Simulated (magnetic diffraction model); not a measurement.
# Solving a magnetic structure from powder neutron data: FeTeIO3

Space group P2_1/c (no. 14), a = 5.6950 Å, b = 5.8790 Å, c = 14.1490 Å, β = 105.71°.

```
site  atom       x       y       z
  4e     I  0.2277  0.5667  0.0107
  4e    Te  0.3148  0.3152  0.3312
  4e    Fe  0.1127  0.2447  0.0729
  4e     O  0.0717  0.4196  0.1993
  4e     O  0.1334  0.4318  0.4286
  4e     O  0.5407  0.6101  0.3418
```

This is a made-up structure (elements placed in a structure type, unrelaxed), so the numbers test the method and describe no known phase.

Only Fe is taken to order (form factors of Fe3+); orders and moment sizes are assumed, and not adapted to the symmetry. Radiation: neutrons of λ = 2.0775 Å, 5° to 30°; isotropic B of 0.4 Å² (I), 0.36 Å² (Te), 0.53 Å² (Fe) and 0.75 Å² (O). The intensities are simulated: I ∝ L Σ (|F_N|² + |F_M⊥|²) for unpolarised neutrons, with F_M = 2.695 fm/μB × Σ f(s) S exp(2πi Q·r) exp(−B s²) at Q = H ± k (one set where k and −k are equivalent), only the part normal to Q counting and L = 1/(sin²θ cos θ). For collinear order S is the moment m, which repeats by lattice and centring translations R with the sign exp(−2πi k·R). Form factors are spin-only for 3d ions and dipole or tabulated for f ions, scattering lengths are Sears's of 1992, and absorption is left out. A label names one of the reflections at its angle. The strongest nuclear line in the range is 100, and lines under 0.2 are left out.

Above the ordering temperature:

```csv
2θ (°),index,I
17.55,(0 0 2),38.6
21.84,(1 0 0),100.0
22.19,(0 1 1),11.2
24.08,(1 0 -2),53.3
27.00,(0 1 2),54.2
29.57,(1 1 -1),55.8
```

Below it (cell unchanged):

```
2θ (°)      I
 14.66  163.3
 16.34  129.6
 17.55   38.6
 17.82   57.8
 21.79   47.6
 21.84  100.0
 22.19   11.2
 24.03   13.1
 24.08   53.3
 27.00   54.2
 29.05   17.0
 29.57   55.8
```

**Question.** Find the propagation vector, then choose among these models:
A. collinear moments along [100], 4.37 μB on Fe; signs + at (0.1127, 0.2447, 0.0729), + at (0.8873, 0.7447, 0.4271), − at (0.8873, 0.7553, 0.9271), − at (0.1127, 0.2553, 0.5729)
B. collinear moments along [001], 4.37 μB on Fe; signs + at (0.1127, 0.2447, 0.0729), + at (0.8873, 0.7447, 0.4271), − at (0.8873, 0.7553, 0.9271), − at (0.1127, 0.2553, 0.5729)
C. collinear moments along [001], 4.37 μB on Fe; signs + at (0.1127, 0.2447, 0.0729), − at (0.8873, 0.7447, 0.4271), − at (0.8873, 0.7553, 0.9271), + at (0.1127, 0.2553, 0.5729)
D. collinear moments along [100], 4.37 μB on Fe; signs + at (0.1127, 0.2447, 0.0729), − at (0.8873, 0.7447, 0.4271), − at (0.8873, 0.7553, 0.9271), + at (0.1127, 0.2553, 0.5729)

The new lines index as (1/2 1/2 -1/2) at 14.66°, (1/2 1/2 1/2) at 16.34°, (1/2 1/2 -3/2) at 17.82° and (1/2 1/2 3/2) at 21.79°, that is as H ± k with k = (1/2 1/2 1/2). Half indices mean that the moments reverse under translations with k·R a half-integer, and the magnetic cell has twice the primitive volume.

Magnetic intensity, observed (below minus above) and for each model:

| 2θ (°) | index | observed | A | B | C | D |
| --- | --- | --- | --- | --- | --- | --- |
| 14.66 | (1/2 1/2 -1/2) | 163.3 | 87.0 | 163.3 | 163.3 | 87.0 |
| 16.34 | (1/2 1/2 1/2) | 129.6 | 81.7 | 129.6 | 129.6 | 81.7 |
| 17.82 | (1/2 1/2 -3/2) | 57.8 | 76.3 | 57.8 | 57.8 | 76.3 |
| 21.79 | (1/2 1/2 3/2) | 47.6 | 55.3 | 47.6 | 47.6 | 55.3 |
| 24.03 | (1/2 1/2 -5/2) | 13.1 | 47.5 | 13.1 | 13.1 | 47.5 |
| 29.05 | (1/2 1/2 5/2) | 17.0 | 31.8 | 17.0 | 17.0 | 31.8 |

Models B and C match alike on every line, so these data can't choose among them (such ties are often domains of one structure).

The structure used: k = (1/2 1/2 1/2), collinear moments along [001], 4.37 μB on Fe; signs + at (0.1127, 0.2447, 0.0729), + at (0.8873, 0.7447, 0.4271), − at (0.8873, 0.7553, 0.9271), − at (0.1127, 0.2553, 0.5729).

[Logs are printed without paths, hosts, clocks, repeated set-up lines and the standing remarks that a program may print on its own settings, such as how far it seeks lower states.]
